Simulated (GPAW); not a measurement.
# Polarising TiGe2As4 monolayer with a field along the normal

The dipole of the cell at several fields, atoms fixed. What does the strongest field give, and what length does the slope stand for?

**Method.** GPAW 26.7.0, plane waves (400 eV), PAW setups, PBE, 9×9 mesh, a dipole layer in the vacuum; geometry relaxed without an applied field with GPAW. The cell's area is 12.44 Å², and e/ε0 = 180.95 V Å.

The runs, one held back:

```
field (V/Å)  dipole (e Å)
       −0.2       −0.1697
       −0.1       −0.0848
      −0.05       −0.0424
       0.05        0.0424
        0.1        0.0848
        0.2        0.1697
        0.3             ?
```

Q: What is the dipole at 0.3 V/Å?

A: A line through the 6 points has the slope α = 0.848 e Å per V/Å and the intercept p₀ = −0.0000 e Å (r.m.s. residual 2.8e−05). At 0.3 V/Å it gives p = −0.0000 + 0.848 × 0.3 = 0.2545 e Å; the run gives 0.2545 e Å, so the response stays linear to 0.0 % of the induced part. Dividing by ε0 and the area: α/(ε0 A) = 0.848 × 180.95 / 12.44 = 12.34 Å, against 10.11 Å between the outer nuclei.

Caveats: This is the electronic response alone; ions that move would add to it in polar layers. No run was spin-polarised, so magnetic states weren't tested.

[Logs are printed without paths, hosts, clocks, repeated set-up lines and the standing remarks that a program may print on its own settings, such as how far it seeks lower states.]
